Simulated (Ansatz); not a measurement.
# (YN)2(CdO)2 [001] superlattice, started as rocksalt type: relaxing the cell for a phonon run

Wanted: the relaxed cell of (YN)2(CdO)2 [001] superlattice, started as rocksalt type.

Calculated with Ansatz 0.2.0; DFT PBEsol, scalar-relativistic, plane waves, PAW.

The structure was built from a prototype and need not be the compound's stable phase.

### Step 1. The structure

Symmetry: P4/nmm, No. 129, tetragonal system. Conventional cell: a = 3.387 Å, b = 3.387 Å, c = 9.580 Å, α = 90.00°, β = 90.00°, γ = 90.00°. Nearest to Cd lie 5 O at 2.40 Å and 1 N at 2.40 Å. N has 1 Cd at 2.39 Å and 5 Y at 2.40 Å nearest. O has 5 Cd at 2.40 Å and 1 Y at 2.40 Å nearest. Y has 1 O at 2.39 Å and 5 N at 2.40 Å nearest. Farther neighbours and most contacts between anions are not listed.

Coordinates:

```xyz
8
Lattice="2.3950 2.3950 0.0000 -2.3950 2.3950 0.0000 0.0000 0.0000 9.5800" Properties=species:S:1:pos:R:3 pbc="T T T"
Cd    0.0000    0.0000    4.7900
Cd    0.0000    2.3950    7.1850
N     0.0000    2.3950    0.0000
N     0.0000    0.0000    2.3950
O     0.0000    2.3950    4.7900
O     0.0000    0.0000    7.1850
Y     0.0000    0.0000    0.0000
Y     0.0000    2.3950    2.3950
```

### Step 2. A coarse first look

A quick single point on a coarse mesh tells whether the cell has a gap and how far it is from rest, which sets the k mesh and smearing that follow.

input.yaml reads:

```yaml
crystal:
  lattice:
    - [2.395, 2.395, 0.0]
    - [-2.395, 2.395, 0.0]
    - [0.0, 0.0, 9.58]
  atoms:
    - { symbol: Cd, position: [0.0, 0.0, 0.5] }
    - { symbol: Cd, position: [0.5, 0.5, 0.75] }
    - { symbol: "N", position: [0.5, 0.5, 0.0] }
    - { symbol: "N", position: [0.0, 0.0, 0.25] }
    - { symbol: O, position: [0.5, 0.5, 0.5] }
    - { symbol: O, position: [0.0, 0.0, 0.75] }
    - { symbol: "Y", position: [0.0, 0.0, 0.0] }
    - { symbol: "Y", position: [0.5, 0.5, 0.25] }
kpoints:
  mp_grid: { grid: [6, 6, 2] }
hamiltonian:
  xc: pbesol
scf:
  occupations: { method: gaussian, width: 0.1 }
output:
  forces: true
  stress: true
  eigenvalues: true
```

Started as:

```bash
ansatz run input.yaml --threads 8 --pin off --max-ram 14336MiB --backend cpu --events-out ev --progress --plain --runs-dir out
```

Numbers of over 12 decimals in the logs are rounded to 6 here.

Log:

```text
Engine: ansatz 0.2.0, x86_64-unknown-linux-gnu
Pseudopotentials: kind: paw
Pseudopotential: Cd, paw, valence charge 20, recommended cutoff 420 eV (normal), Cd.paw.azcp
Pseudopotential: N, paw, valence charge 5, recommended cutoff 420 eV (normal), N.paw.azcp
Pseudopotential: O, paw, valence charge 6, recommended cutoff 420 eV (normal), O.paw.azcp
[...]
k-point 0: bands = [... 38 lower, 12.2598, 12.2598, 12.4977, 12.4977, 12.8694, 13.1243, 14.6665, 15.4573, ... 4 higher]
  k-point 1: bands = [... 38 lower, 12.2584, 12.2584, 12.5091, 12.5091, 13.1245, 14.1796, 14.6664, 15.0637, ... 4 higher]
  k-point 2: bands = [... 38 lower, 11.3267, 11.4836, 11.6731, 11.7987, 13.5636, 14.3702, 15.6100, 15.7775, ... 4 higher]
  k-point 19: bands = [... 38 lower, 11.1972, 11.1972, 11.9888, 11.9888, 14.4459, 14.4459, 16.6460, 16.6460, ... 4 higher]
[key lines of the parts left out:]
SCF converged after 7 iterations
Free energy (F): -25843.636828 eV
Fermi energy:    12.703639 eV
P = ⅓ Tr σ = -1.0297 GPa (-10.297 kbar)
```

Elapsed: 0.49 s, on 8 threads of AMD EPYC 9R45, shared host; peak memory 0.66 GiB.

A gap read on the k-mesh alone can miss the band edges.

This step gave:

| Item | Value |
| --- | --- |
| pressure | -1.030 GPa |
| volume per atom | 13.74 Å³ |
| gap on the k-mesh | 0.3604 eV |
| direct gap on mesh | 0.3718 eV |

The coarse mesh shows a gap of 0.36 eV and a pressure of -1.0 GPa.

### Step 3. Rough relaxation

A rough relaxation comes first, because large forces or stress need no tight tolerances yet.

Edit input.yaml of step 2 so:

```diff
@@ -24 +24,6 @@
   eigenvalues: true
+relax:
+  adjacent_minimum: "off"
+  f_tol: 0.05
+  max_steps: 80
+  cell: { stress_tol: 0.5 }
```

Log:

```text
[...]
Crystal: 8 atoms, lattice volume = 109.902 Å³
Basis set: ecut = 420 eV, 2117 PW (Γ), exchange–correlation on 48×48×144 points (8 copies of the dense FFT grid, shifted against one another)
Bands: 51, of which v1, the nominal top of the filled ones, is band 42 counted from 1 (41 counted from 0)
Symmetry: 16 space group operations
[...]
k-points: 20 of 72
[...]
- [2.432455, 2.432455, 0.0]
    - [-2.432455, 2.432455, 0.0]
    - [0.0, 0.0, 9.196916]
  atoms:
    - { symbol: Cd, position: [0, 0, 0.499309] }
    - { symbol: Cd, position: [0.5, 0.5, 0.750691] }
    - { symbol: N, position: [0.5, 0.5, 0.00168113] }
    - { symbol: N, position: [0, 0, 0.248319] }
    - { symbol: O, position: [0.5, 0.5, 0.507332] }
    - { symbol: O, position: [0, 0, 0.742668] }
    - { symbol: Y, position: [0, 0, -0.00887036] }
    - { symbol: Y, position: [0.5, 0.5, 0.258870] }
[key lines of the parts left out:]
SCF converged after 6 iterations
Free energy (F): -25843.863190 eV
Fermi energy:    13.066099 eV
P = ⅓ Tr σ = 0.0280 GPa (0.280 kbar)
```

It took 3.5 s on 8 threads; peak memory 0.71 GiB.

Step by step:

```
step  energy less that of the first step (eV)  largest force component (eV/Å)  pressure (GPa)  volume (Å³)
   1                                   0.0000                          1.1282           -1.03       109.90
   2                                   0.3163                          2.1952           -0.40       108.72
   3                                  -0.1976                          0.1938            0.15       108.61
   4                                  -0.2187                          0.1750           -1.01       109.51
   5                                  -0.2236                          0.0459            1.18       108.09
   6                                  -0.2253                          0.0144            0.02       108.83
  7*                                  -0.2264                          0.0148            0.03       108.83
```

Relaxation steps marked * repeat the geometry before them on a plane-wave basis chosen anew for their cell, so energy and pressure can jump there. Relaxation step 2 was tried and not accepted.

The run keeps the 16 symmetry operations that it works with, so distortions that break them were not tested.

```
conventional cell, symmetrised  before  after  change
                         a (Å)   3.387  3.440  +1.6 %
                         b (Å)   3.387  3.440  +1.6 %
                         c (Å)   9.580  9.197  -4.0 %
              volume (Å³/atom)   13.74  13.60  -1.0 %
```

The atoms that moved most (Å, as changes of fractional coordinates times the final cell):

```
atom     dx     dy      dz  length
  Y7  0.000  0.000  -0.082   0.082
  Y8  0.000  0.000   0.082   0.082
  O5  0.000  0.000   0.067   0.067
  O6  0.000  0.000  -0.067   0.067
  N4  0.000  0.000  -0.015   0.015
  N3  0.000  0.000   0.015   0.015
 Cd2  0.000  0.000   0.006   0.006
 Cd1  0.000  0.000  -0.006   0.006
```

The relaxed structure:

```cif
data_structure
_symmetry_space_group_name_H-M 'P 1'
_symmetry_Int_Tables_number 1
_cell_length_a 3.4400
_cell_length_b 3.4400
_cell_length_c 9.1969
_cell_angle_alpha 90.000
_cell_angle_beta 90.000
_cell_angle_gamma 90.000
_cell_volume 108.83
loop_
_atom_site_label
_atom_site_type_symbol
_atom_site_fract_x
_atom_site_fract_y
_atom_site_fract_z
_atom_site_occupancy
Cd1 Cd 0.00000 0.00000 0.49931 1
Cd2 Cd 0.50000 0.50000 0.75069 1
N3 N 0.50000 0.50000 0.00168 1
N4 N 0.00000 0.00000 0.24832 1
O5 O 0.50000 0.50000 0.50733 1
O6 O 0.00000 0.00000 0.74267 1
Y7 Y 0.00000 0.00000 0.99113 1
Y8 Y 0.50000 0.50000 0.25887 1
```

This step gave:

| Property | Result |
| --- | --- |
| pressure | 0.02800 GPa |
| volume per atom | 13.60 Å³ |
| gap on the k-mesh | 0.6885 eV |
| direct gap on mesh | 0.7107 eV |

In this step the volume went from 13.74 to 13.60 Å³/atom.

### Step 4. Bringing the structure to rest

The cell and atoms are relaxed, since residual forces and stress would shift the frequencies.

input.yaml reads:

```yaml
crystal:
  lattice:
    - [2.4324548653, 2.4324548653, 0.0]
    - [-2.4324548653, 2.4324548653, 0.0]
    - [0.0, 0.0, 9.19691564]
  atoms:
    - { symbol: Cd, position: [0.0, 0.0, 0.4993092496] }
    - { symbol: Cd, position: [0.5, 0.5, 0.7506907504] }
    - { symbol: "N", position: [0.5, 0.5, 0.0016811292] }
    - { symbol: "N", position: [0.0, 0.0, 0.2483188708] }
    - { symbol: O, position: [0.5, 0.5, 0.5073321437] }
    - { symbol: O, position: [0.0, 0.0, 0.7426678563] }
    - { symbol: "Y", position: [0.0, 0.0, -0.0088703635] }
    - { symbol: "Y", position: [0.5, 0.5, 0.2588703635] }
kpoints:
  mp_grid: { grid: [8, 8, 4] }
hamiltonian:
  xc: pbesol
scf:
  occupations: { method: gaussian, width: 0.02 }
output:
  forces: true
  stress: true
  eigenvalues: true
relax:
  adjacent_minimum: "off"
  f_tol: 0.005
  max_steps: 80
  cell: { stress_tol: 0.05 }
```

Log:

```text
[...]
Crystal: 8 atoms, lattice volume = 108.833 Å³
Basis set: ecut = 420 eV, 2123 PW (Γ), exchange–correlation on 48×48×128 points (8 copies of the dense FFT grid, shifted against one another)
Bands: 51, of which v1, the nominal top of the filled ones, is band 42 counted from 1 (41 counted from 0)
[... 1 set-up line as in the run before ...]
[...]
k-points: 45 of 256
[...]
SCF iter   1: F=—  HF=-25843.925024 eV  |F-HF|=—  |Δ(HF+E_count)|=         —  Δρ=1.47e-2  dr2=2.29e-1  ethr=1.77e-3  ⟨swp⟩=6.3  Hψ=7880  notcnv=0  defer=2
[...]
SCF iter   7: F=-25843.870494 eV  HF=-25843.870494 eV  |F-HF|=1.90e-9  |Δ(HF+E_count)|=   4.59e-8  Δρ=2.83e-6  dr2=7.12e-9  ethr=1.19e-10  ⟨swp⟩=4.0  Hψ=6738  notcnv=0
SCF 1 converged in 7 iterations: F = -25843.870494 eV  dr2 = 7.12e-9
[...]
relax step   1: F+E_penalty+E_count = -25843.87049429 eV  Δ(F+E_penalty+E_count) = +0.000e0 eV  max|allowed force component| = 1.428e-2 eV/Å  Δτ_max = 0.0000 Å  P = +0.019 GPa  Ω = 108.833 Å³  (7 SCF iters, dr2 threshold 1.00e-7 eV, accepted)
Crystal: 8 atoms, lattice volume = 108.903 Å³
[...]
SCF iter   6: F=-25843.870289 eV  HF=-25843.870289 eV  |F-HF|=1.57e-9  |Δ(HF+E_count)|=   3.04e-9  Δρ=1.53e-6  dr2=2.19e-9  ethr=2.19e-11  ⟨swp⟩=2.2  Hψ=6882  notcnv=0
SCF 2 converged in 6 iterations: F = -25843.870289 eV  dr2 = 2.19e-9
relax step   2: F+E_penalty+E_count = -25843.87028943 eV  Δ(F+E_penalty+E_count) = +2.049e-4 eV  max|allowed force component| = 3.612e-2 eV/Å  Δτ_max = 0.0030 Å  P = -0.032 GPa  Ω = 108.903 Å³  energy of the carried Pulay correction = -1.807e-4 eV  (6 SCF iters, dr2 threshold 6.49e-8 eV, rejected (line search))
Crystal: 8 atoms, lattice volume = 108.844 Å³
[...]
SCF iter   7: F=-25843.870566 eV  HF=-25843.870566 eV  |F-HF|=3.64e-12  |Δ(HF+E_count)|=  1.89e-10  Δρ=1.84e-7  dr2=2.60e-11  ethr=1.00e-12  ⟨swp⟩=4.1  Hψ=7418  notcnv=0
SCF 3 converged in 7 iterations: F = -25843.870566 eV  dr2 = 2.60e-11
relax step   3: F+E_penalty+E_count = -25843.87056565 eV  Δ(F+E_penalty+E_count) = -7.136e-5 eV  max|allowed force component| = 1.202e-2 eV/Å  Δτ_max = 0.0010 Å  P = +0.027 GPa  Ω = 108.844 Å³  energy of the carried Pulay correction = -2.660e-5 eV  (7 SCF iters, accepted)
[...]
relax step   4: F+E_penalty+E_count = -25843.87046894 eV  Δ(F+E_penalty+E_count) = +9.671e-5 eV  max|allowed force component| = 1.838e-3 eV/Å  Δτ_max = 0.0013 Å  P = -0.036 GPa  Ω = 108.903 Å³  energy of the carried Pulay correction = -1.788e-4 eV  (6 SCF iters, dr2 threshold 1.70e-8 eV, accepted)
[...]
relax step   5: F+E_penalty+E_count = -25843.87057838 eV  Δ(F+E_penalty+E_count) = -1.094e-4 eV  max|allowed force component| = 2.465e-3 eV/Å  Δτ_max = 0.0002 Å  P = +0.027 GPa  Ω = 108.861 Å³  energy of the carried Pulay correction = -7.222e-5 eV  (6 SCF iters, dr2 threshold 8.34e-9 eV, accepted)
[...]
SCF iter   8: F=-25843.870646 eV  HF=-25843.870646 eV  |F-HF|=1.46e-11  |Δ(HF+E_count)|=  1.46e-11  Δρ=3.53e-9  dr2=4.88e-15  ethr=1.00e-12  ⟨swp⟩=1.0  Hψ=4770  notcnv=0
SCF 6 converged in 8 iterations: F = -25843.870646 eV  dr2 = 4.88e-15
relax step   6: F+E_penalty+E_count = -25843.87064609 eV  Δ(F+E_penalty+E_count) = -6.771e-5 eV  max|allowed force component| = 2.487e-3 eV/Å  Δτ_max = 0.0000 Å  P = +0.028 GPa  Ω = 108.861 Å³  stress off target by 3.49e-2 GPa  SCF on the basis re-selected at this cell (its energy is not comparable with the rows above)  (8 SCF iters)
[...]
SCF converged after 8 iterations
Free energy (F): -25843.870646 eV
[...]
Internal energy: -25843.870646 eV  (E = F + TS)
E sigma→0 (E₀):  -25843.870646 eV
Fermi energy:    13.059509 eV
[...]
--- Forces (eV/Å), atoms counted from 1 ---
  atom   1  Cd    -0.00000000     0.00000000    -0.00097392
  atom   2  Cd    -0.00000000     0.00000000     0.00097392
  atom   3  N      0.00000000     0.00000000     0.00248665
  atom   4  N      0.00000000     0.00000000    -0.00248665
  atom   5  O      0.00000000    -0.00000000     0.00068018
  atom   6  O      0.00000000    -0.00000000    -0.00068018
  atom   7  Y      0.00000000    -0.00000000    -0.00083780
  atom   8  Y      0.00000000    -0.00000000     0.00083780
  max |Σ_I F_I| component: 5.42e-20 eV/Å
--- Stress (GPa, compression-positive) ---
        0.034933      -0.000000       0.000000
       -0.000000       0.034933       0.000000
        0.000000       0.000000       0.015200
  P = ⅓ Tr σ = 0.0284 GPa (0.284 kbar)
--- Band table (eV; the first three rows and the last of 45) ---
  k-point 0: bands = [... 38 lower, 12.2442, 12.2442, 12.6816, 12.6816, 13.4143, 13.4415, 14.8229, 15.9610, ... 5 higher]
  k-point 1: bands = [... 38 lower, 12.2464, 12.2464, 12.6930, 12.6930, 13.4415, 14.1118, 14.8231, 15.8961, ... 5 higher]
  k-point 2: bands = [... 38 lower, 12.2485, 12.2485, 12.7043, 12.7043, 13.4416, 14.8233, 14.8428, 15.6506, ... 5 higher]
  k-point 44: bands = [... 38 lower, 11.0890, 11.0890, 12.2204, 12.2204, 15.0884, 15.0884, 17.2521, 17.2521, ... 5 higher]
--- Relaxed structure (5 steps of the walk, 4 accepted, 1 SCFs on fresh bases) ---
[...]
cell:  # Å, volume = 108.8613 Å³
    - [2.434050, 2.434050, 0.0]
    - [-2.434050, 2.434050, 0.0]
    - [0.0, 0.0, 9.187229]
  atoms:
    - { symbol: Cd, position: [0, 0, 0.499445] }
    - { symbol: Cd, position: [0.500000, 0.500000, 0.750555] }
    - { symbol: N, position: [0.500000, 0.500000, 0.00145186] }
    - { symbol: N, position: [0, 0, 0.248548] }
    - { symbol: O, position: [0.500000, 0.500000, 0.507263] }
    - { symbol: O, position: [0, 0, 0.742737] }
    - { symbol: Y, position: [0, 0, -0.00896553] }
    - { symbol: Y, position: [0.500000, 0.500000, 0.258966] }
```

Run time: 4.7 s. Hardware: 8 threads; peak memory 0.78 GiB; 32 s of CPU time.

Relaxation path:

```
step  energy less that of the first step (eV)  largest force component (eV/Å)  pressure (GPa)  volume (Å³)
   1                                   0.0000                          0.0143            0.02       108.83
   2                                   0.0002                          0.0361           -0.03       108.90
   3                                  -0.0001                          0.0120            0.03       108.84
   4                                   0.0000                          0.0018           -0.04       108.90
   5                                  -0.0001                          0.0025            0.03       108.86
  6*                                  -0.0002                          0.0025            0.03       108.86
```

Relaxation steps marked * repeat the geometry before them on a plane-wave basis chosen anew for their cell, so energy and pressure can jump there. Relaxation step 2 was tried and not accepted.

The run keeps the 16 symmetry operations that it works with, so distortions that break them were not tested.

```
conventional cell, symmetrised  before  after  change
                         a (Å)   3.440  3.442  +0.1 %
                         b (Å)   3.440  3.442  +0.1 %
                         c (Å)   9.197  9.187  -0.1 %
              volume (Å³/atom)   13.60  13.61  +0.0 %
```

The relaxed structure:

```
Cd N O Y
1.0
     2.43405    2.43405    0.00000
    -2.43405    2.43405    0.00000
     0.00000    0.00000    9.18723
Cd N O Y
2 2 2 2
Direct
  0.00000 0.00000 0.49944
  0.50000 0.50000 0.75056
  0.50000 0.50000 0.00145
  0.00000 0.00000 0.24855
  0.50000 0.50000 0.50726
  0.00000 0.00000 0.74274
  0.00000 0.00000 0.99103
  0.50000 0.50000 0.25897
```

This step gave:

- pressure: 0.02836 GPa
- gap on the k-mesh: 0.7100 eV
- volume per atom: 13.61 Å³
- direct gap on mesh: 0.7327 eV

In this step the volume went from 13.60 to 13.61 Å³/atom.

### Step 5. Relaxing to small forces for the phonons

Phonons need a cell at rest on their own settings, so the relaxation is repeated with tight tolerances on forces and stress on the k mesh and occupations of the first response run.

input.yaml reads:

```yaml
crystal:
  lattice:
    - [2.4340499995, 2.4340499995, 0.0]
    - [-2.4340499995, 2.4340499995, 0.0]
    - [0.0, 0.0, 9.187228607]
  atoms:
    - { symbol: Cd, position: [0.0, 0.0, 0.4994446223] }
    - { symbol: Cd, position: [0.5, 0.5, 0.7505553777] }
    - { symbol: "N", position: [0.5, 0.5, 0.0014518595] }
    - { symbol: "N", position: [0.0, 0.0, 0.2485481405] }
    - { symbol: O, position: [0.5, 0.5, 0.5072626423] }
    - { symbol: O, position: [0.0, 0.0, 0.7427373577] }
    - { symbol: "Y", position: [0.0, 0.0, -0.0089655265] }
    - { symbol: "Y", position: [0.5, 0.5, 0.2589655265] }
kpoints:
  mp_grid: { grid: [8, 8, 4] }
hamiltonian:
  xc: pbesol
scf:
  occupations: { method: fixed }
output:
  forces: true
  stress: true
  eigenvalues: true
relax:
  adjacent_minimum: "off"
  f_tol: 0.001
  max_steps: 60
  cell: { stress_tol: 0.01 }
```

Log:

```text
[...]
Crystal: 8 atoms, lattice volume = 108.861 Å³
Basis set: ecut = 420 eV, 2123 PW (Γ), exchange–correlation on 48×48×128 points (8 copies of the dense FFT grid, shifted against one another)
Bands: 51, of which v1, the nominal top of the filled ones, is band 42 counted from 1 (41 counted from 0)
[... 1 set-up line as in the run before ...]
[...]
k-points: 45 of 256
[...]
- [2.434360, 2.434360, 0.0]
    - [-2.434360, 2.434360, 0.0]
    - [0.0, 0.0, 9.186791]
  atoms:
    - { symbol: Cd, position: [0, 0, 0.499430] }
    - { symbol: Cd, position: [0.5, 0.5, 0.750570] }
    - { symbol: N, position: [0.5, 0.5, 0.00147087] }
    - { symbol: N, position: [0, 0, 0.248529] }
    - { symbol: O, position: [0.5, 0.5, 0.507274] }
    - { symbol: O, position: [0, 0, 0.742726] }
    - { symbol: Y, position: [0, 0, -0.0089702] }
    - { symbol: Y, position: [0.5, 0.5, 0.258970] }
[key lines of the parts left out:]
SCF converged after 6 iterations
Free energy (F): -25843.870657 eV
Fermi energy:    12.700415 eV
P = ⅓ Tr σ = -0.0015 GPa (-0.015 kbar)
```

Run time: 5.2 s. Hardware: 8 threads; peak memory 0.78 GiB.

Little changed from the start: no atom moved by 0.005 Å and no cell edge by 0.1 %.

This step gave:

```yaml
pressure: -0.001492 GPa
gap_on_the_k_mesh: 0.7107 eV
direct_gap_on_mesh: 0.7335 eV
```

The largest force component left is 0.17 meV/Å and the pressure is -0.001 GPa, within the tolerances set. The cell now holds 13.61 Å³/atom.

### Step 6. What came out

| Property | Result |
| --- | --- |
| space group after relaxation (within 0.01 Å) | P4/nmm |
| lattice constant a | 3.443 Å |
| lattice constant b | 3.443 Å |
| lattice constant c | 9.187 Å |
| volume per atom | 13.6 Å³ |
| gap on the k-mesh | 0.711 eV |

In words: The largest force component left is 0.17 meV/Å and the pressure is -0.001 GPa, within the tolerances set. The cell now holds 13.61 Å³/atom. The relaxation keeps the symmetry of its start, so it says nothing on stability against lower symmetry. The starting cell was built on a prototype and not taken from a measurement, so the phase need not exist.

[Logs are printed without paths, hosts, clocks, repeated set-up lines and the standing remarks that a program may print on its own settings, such as how far it seeks lower states.]

[Hosts, paths, dates, database ids (printed as entryN), source tags and the programs' standing remarks are cut or masked in the printed files.]
